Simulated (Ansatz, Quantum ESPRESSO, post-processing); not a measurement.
# Conductance against width: vacuum gaps between two Al(111) faces, part 5 of 5

Wanted: T at the Fermi level along a series, and its decay constant, for vacuum gaps between two Al(111) faces.

Quantum ESPRESSO 7.5; plane-wave DFT, LDA, GBRV ultrasoft pseudopotentials; cross-check by Ansatz 0.2.0 with PAW datasets.

So far. Step 12 (The open system, 8 Å): T goes from 0.00236 to 3.2e-4, a factor of 7.4. Step 13 (The same in Ansatz, 8 Å): Ansatz finds T = 2.8e-4 against pwcond's 3.2e-4.

## (14) Ground state, 9 Å

Level of this step: plane-wave DFT, LDA, GBRV ultrasoft pseudopotentials (Quantum ESPRESSO 7.5).

Contents of j4.scf.in:

```
&control
  prefix = 'j4.scf'
  outdir = './out'
  pseudo_dir = './pseudo'
  calculation = 'scf'
  tprnfor = .true.
/
&system
  ibrav = 0
  nat = 18
  ntyp = 1
  ecutwfc = 40
  ecutrho = 200
  occupations = 'smearing'
  smearing = 'mv'
  degauss = 0.01
/
&electrons
  conv_thr = 1e-07
  mixing_beta = 0.25
  electron_maxstep = 120
  mixing_mode = 'local-TF'
/
ATOMIC_SPECIES
  Al  26.9815  al_lda_v1.uspp.F.UPF
CELL_PARAMETERS angstrom
  2.85671139599365 0.00000000000000 0.00000000000000
  1.42835569799683 2.47398464021101 0.00000000000000
  0.00000000000000 0.00000000000000 48.65241648794350
ATOMIC_POSITIONS crystal
  Al  0.000000000000 0.000000000000 0.000000000000
  Al  0.333333333000 0.333333333000 0.047942019244
  Al  0.666666667000 0.666666667000 0.095884038488
  Al  0.000000000000 0.000000000000 0.143826057732
  Al  0.333333333000 0.333333333000 0.191768076976
  Al  0.666666667000 0.666666667000 0.239710096219
  Al  0.000000000000 0.000000000000 0.287652115463
  Al  0.333333333000 0.333333333000 0.335594134707
  Al  0.666666667000 0.666666667000 0.383536153951
  Al  0.000000000000 0.000000000000 0.568521826805
  Al  0.333333333000 0.333333333000 0.616463846049
  Al  0.666666667000 0.666666667000 0.664405865293
  Al  0.000000000000 0.000000000000 0.712347884537
  Al  0.333333333000 0.333333333000 0.760289903781
  Al  0.666666667000 0.666666667000 0.808231923024
  Al  0.000000000000 0.000000000000 0.856173942268
  Al  0.333333333000 0.333333333000 0.904115961512
  Al  0.666666667000 0.666666667000 0.952057980756
K_POINTS automatic
  10 10 1 0 0 0
```

Command:

```sh
> OMP_NUM_THREADS=1 mpirun -n 4 pw.x -nk 4 -in j4.scf.in > j4.scf.out
```

The program printed:

```text
[banner, memory and clock lines left out]
Program PWSCF v.7.5 starts
[...]
number of electrons       =        54.00
     number of Kohn-Sham states=           32
     kinetic-energy cutoff     =      40.0000  Ry
     charge density cutoff     =     200.0000  Ry
[...]
number of k points=    14  Marzari-Vanderbilt smearing, width (Ry)=  0.0100
[...]
Dense  grid:   110381 G-vectors     FFT dimensions: (  25,  25, 432)
[...]
Starting wfcs are   72 randomized atomic wfcs
     estimated scf accuracy    <       1.80847462 Ry
     estimated scf accuracy    <       1.42387334 Ry
     estimated scf accuracy    <       0.04116421 Ry
     estimated scf accuracy    <       0.38390192 Ry
     estimated scf accuracy    <       0.05855276 Ry
     estimated scf accuracy    <       0.00879932 Ry
     estimated scf accuracy    <       0.02773588 Ry
     estimated scf accuracy    <       0.02607978 Ry
     estimated scf accuracy    <       0.03712241 Ry
     estimated scf accuracy    <       0.01851153 Ry
     estimated scf accuracy    <       0.01735017 Ry
     estimated scf accuracy    <       0.00059799 Ry
     estimated scf accuracy    <       0.00000053 Ry
     estimated scf accuracy    <       0.00000118 Ry
     estimated scf accuracy    <       0.00000030 Ry
     estimated scf accuracy    <       0.00000028 Ry
     estimated scf accuracy    <       0.00000032 Ry
     estimated scf accuracy    <       0.00000033 Ry
     estimated scf accuracy    <       0.00000058 Ry
     estimated scf accuracy    <       0.00000052 Ry
     estimated scf accuracy    <       0.00000043 Ry
[...]
the Fermi energy is     6.2598 ev
!    total energy              =    -119.49497901 Ry
     estimated scf accuracy    <       0.00000008 Ry
     smearing contrib. (-TS)   =      -0.00076240 Ry
     internal energy E=F+TS    =    -119.49421662 Ry
[...]
one-electron contribution =    -366.11042398 Ry
     hartree contribution      =     206.84135925 Ry
     xc contribution           =     -75.94176441 Ry
     ewald contribution        =     115.71661252 Ry
     convergence has been achieved in  63 iterations
[...]
Total force =     0.003557     Total SCF correction =     0.000527
[...]
```

Wall time 5.3 min (4 MPI ranks of Arm Neoverse N1, shared host); peak memory 0.65 GiB; 21 min of CPU time.

Numbers from this step:

- free energy: -1625.8120 eV
- Fermi energy: 6.260 eV

## (15) Transmission with pwcond.x, 9 Å

Contents of j4.cond.in:

```
&inputcond
  outdir = './out'
  prefixt = 'j4.scf'
  tran_file = 'j4.cond.dat'
  bdl = 2.4494897419
  bds = 17.0309176343
  ikind = 1
  ewind = 4.0
  epsproj = 1e-05
  nz1 = 7
  energy0 = 0.4
  denergy = -0.4
/
10
  0.00000000 0.00000000 0.01562500
  0.00000000 0.12500000 0.09375000
  0.00000000 0.25000000 0.09375000
  0.00000000 0.37500000 0.09375000
  0.00000000 0.50000000 0.04687500
  0.12500000 0.25000000 0.09375000
  0.12500000 0.37500000 0.18750000
  0.12500000 0.50000000 0.18750000
  0.25000000 0.50000000 0.09375000
  0.25000000 0.62500000 0.09375000
3
```

Command:

```sh
> OMP_NUM_THREADS=1 mpirun -n 4 pwcond.x -in j4.cond.in > j4.cond.out
```

The program printed:

```text
[banner, memory and clock lines left out]
Program PWCOND v.7.5 starts

     ./out/j4.scf.save/

[...]
negative rho (up, down):  1.665E-07 0.000E+00
     Reading collected, re-writing distributed wavefunctions

===== INPUT FILE containing all the regions =====

     GEOMETRY:

     lattice parameter (alat)  =       5.3984  a.u.
     the volume                =    2320.4082 (a.u.)^3
     the cross section         =      25.2384 (a.u.)^2
     l of the unit cell        =      17.0309 (alat)
     number of atoms/cell      =           18
[...]
---  E-Ef =   -0.4000000  k =    0.2500000   0.6250000
---  ie =          3  ik =         10
 Nchannels of the left tip =            1
 Right moving states:
   k1(2pi/a)   k2(2pi/a)   E-Ef (eV)
   0.0983734   0.0000035  -0.4000000
 Left moving states:
   k1(2pi/a)   k2(2pi/a)   E-Ef (eV)
  -0.0983734   0.0000035  -0.4000000

 to transmit
 Band j to band i transmissions and reflections:
    j         i     |T_ij|^2    |R_ij|^2

    1 -->     1     0.00000     1.00000
   Total T_j, R_j =    0.00000  1.00000

E-Ef(ev), T(x2 spins) =   -0.4000000   0.0000000
   T_tot     0.40000      0.16106E-03
   T_tot     0.00000      0.78161E-04
   T_tot    -0.40000      0.39128E-04
```

It took 45 s on 4 MPI ranks; peak memory 0.25 GiB; 3 min of CPU time.

This step gave:

| Item | Value |
| --- | --- |
| transmission at the Fermi level, one spin | 3.91e-5 |
| conductance | 3.91e-5 G₀ |

Per spin; mean over the k mesh across the current. Table of transmission, zone mean by energy, zero at the Fermi level:

```csv
energy (eV),"transmission, zone mean"
-0.400,2.0e-5
0.000,3.9e-5
0.400,8.1e-5
```

T goes from 3.2e-4 to 3.9e-5, a factor of 8.1.

## (16) The same in Ansatz, 9 Å

Level of this step: plane-wave DFT, LDA, Ansatz PAW (Ansatz 0.2.0).

Contents of input.yaml:

```yaml
crystal:
  lattice:
    - [2.856711396, 0.0, 0.0]
    - [1.428355698, 2.4739846402, 0.0]
    - [0.0, 0.0, 48.6524164879]
  atoms:
    - { symbol: Al, position: [0.0, 0.0, 0.0] }
    - { symbol: Al, position: [0.333333333, 0.333333333, 0.0479420192] }
    - { symbol: Al, position: [0.666666667, 0.666666667, 0.0958840385] }
    - { symbol: Al, position: [0.0, 0.0, 0.1438260577] }
    - { symbol: Al, position: [0.333333333, 0.333333333, 0.191768077] }
    - { symbol: Al, position: [0.666666667, 0.666666667, 0.2397100962] }
    - { symbol: Al, position: [0.0, 0.0, 0.2876521155] }
    - { symbol: Al, position: [0.333333333, 0.333333333, 0.3355941347] }
    - { symbol: Al, position: [0.666666667, 0.666666667, 0.383536154] }
    - { symbol: Al, position: [0.0, 0.0, 0.5685218268] }
    - { symbol: Al, position: [0.333333333, 0.333333333, 0.616463846] }
    - { symbol: Al, position: [0.666666667, 0.666666667, 0.6644058653] }
    - { symbol: Al, position: [0.0, 0.0, 0.7123478845] }
    - { symbol: Al, position: [0.333333333, 0.333333333, 0.7602899038] }
    - { symbol: Al, position: [0.666666667, 0.666666667, 0.808231923] }
    - { symbol: Al, position: [0.0, 0.0, 0.8561739423] }
    - { symbol: Al, position: [0.333333333, 0.333333333, 0.9041159615] }
    - { symbol: Al, position: [0.666666667, 0.666666667, 0.9520579808] }
kpoints:
  mp_grid: { grid: [10, 10, 1] }
hamiltonian:
  xc: lda
scf:
  occupations: { method: fermi_dirac, width: 0.1 }
  convergence: { dr2_threshold: 1.0e-08 }
output:
  transmission: { leads: [[0, 3]], e_range: [-0.4, 0.4], de: 0.4, kmesh: [8, 8] }
  write_potential: true
  write_density: true
  volumetric_format: npy
  elf: true
```

Command:

```sh
> ansatz run input.yaml --threads 4 --pin off --max-ram 8192MiB --backend cpu --events-out ev --progress --plain --runs-dir out
```

The program printed:

```text
[...]
Crystal: 18 atoms, lattice volume = 343.849 Å³
Basis set: ecut = 420 eV, 6739 PW (Γ)
Bands: 45, of which v1, the nominal top of the filled ones, is band 27 counted from 1 (26 counted from 0)
Symmetry: 12 space group operations
[...]
k-points: 14 of 100
[...]
k-point 13: bands = [... 23 lower, 4.3585, 4.4126, 4.5433, 4.5539, 4.7178, 4.7741, 4.7752, 4.9255, ... 14 higher]
--- Transmission ---
  basis      : 61 plane waves across, 61 finite elements along
  points     : 10, standing for a mesh of 8 x 8
[...]
channels       : 1.140625e0 a spin
[...]
junction   : crystal 0 to crystal 0, -0.47 to 41.19 Å
    transmission   : 3.420736e-5 a spin
[...]
[key lines of the parts left out:]
SCF converged after 6 iterations
Free energy (F): -9230.860191 eV
Fermi energy:    6.199848 eV
```

It took 19 s on 4 threads; peak memory 0.83 GiB.

Read from the output:

| Quantity | Value |
| --- | --- |
| free energy | -9230.8602 eV |
| smearing term TS | 0.2704 eV |
| Fermi energy | 6.200 eV |
| transmission at the Fermi level, one spin | 3.42e-5 |

Per spin; mean over the k mesh across the current. The transmission, zone mean by energy, zero at the Fermi level:

| energy (eV) | transmission, zone mean |
| --- | --- |
| -0.400 | 1.7e-5 |
| 0.000 | 3.4e-5 |
| 0.400 | 7.1e-5 |

Ansatz finds T = 3.4e-5 against pwcond's 3.9e-5.

## (17) The series side by side

All levels:

```
level  T by pwcond  T by Ansatz  lead channels  CPU time (s)
  5 Å      0.09032      0.07849          1.141          1957
  6 Å      0.02003      0.01424          1.141          1574
  7 Å     0.002358     0.002099          1.141          1162
  8 Å      3.18e-4      2.76e-4          1.141          1212
  9 Å      3.91e-5      3.42e-5          1.141          1453
```

## (18) The arithmetic

For the narrowest barrier, the Landauer sum over the mesh, Σ w T = 0.0938 × 0.255 + 0.1875 × 0.0885 + 0.0938 × 0.171 + … = 0.09032.

G = 0.0903 × 77.48 µS = 7 µS a cell. Times the area of 7.067 Å², the resistance-area product is A/G = 10.1 fΩ m², the leads' contact resistance included.

Free electrons at 3 an atom (3 atoms in 49.5 Å³) have k_F = 1.753 1/Å and offer A k_F²/4π = 1.73 channels per spin; the lead has 1.14 on this mesh.

κ = ln(T₁/T₂)/(2Δd) = ln(0.000318/3.908e-05)/(2 × 1 Å) = 1.05 1/Å.

## (19) Outcome

```json
{"conductance a cell at 5 Å": "0.0903 G₀", "conductance a cell at 6 Å": "0.0200 G₀", "conductance a cell at 7 Å": "0.00236 G₀", "conductance a cell at 8 Å": "3.2e-4 G₀", "conductance a cell at 9 Å": "3.9e-5 G₀", "fall of ln T per Å over the last interval": "2.10"}
```

The conductance goes from 0.0903 G₀ at 5 Å to 3.9e-5 G₀ at 9 Å (LDA, GBRV ultrasoft). Interval by interval ln T falls by 1.51, 2.14, 2.00 and 2.10 per Å. The last interval gives κ = 1.05 1/Å in T ∝ exp(−2κd), an apparent barrier of (κ/0.512)² = 4.2 eV. Ansatz follows the series within a factor of 1.41. Points with over 2.5 times the mean carry up to 73 % of T, so the means lean on few points, and the mesh was not tested. The geometries are as built, not relaxed, and the leads are short. Semilocal functionals lack the image potential in a vacuum gap.

[Long decimals in the printed logs are rounded to 6 places.]

[Repeated lines of the later SCF iterations (solver, time, negative density, dipole) and banner, clock, host and MPI lines are left out of these logs without a mark at each place.]

[Logs are printed without paths, hosts, clocks, repeated set-up lines and the standing remarks that a program may print on its own settings, such as how far it seeks lower states.]

[Hosts, paths, dates, database ids (printed as entryN), source tags and the programs' standing remarks are cut or masked in the printed files.]

[Maps of the electrostatic potential energy from Ansatz leave out the sawtooth potential of an applied field or a dipole correction, so their vacuum need not be flat; planar profiles and work functions include it.]
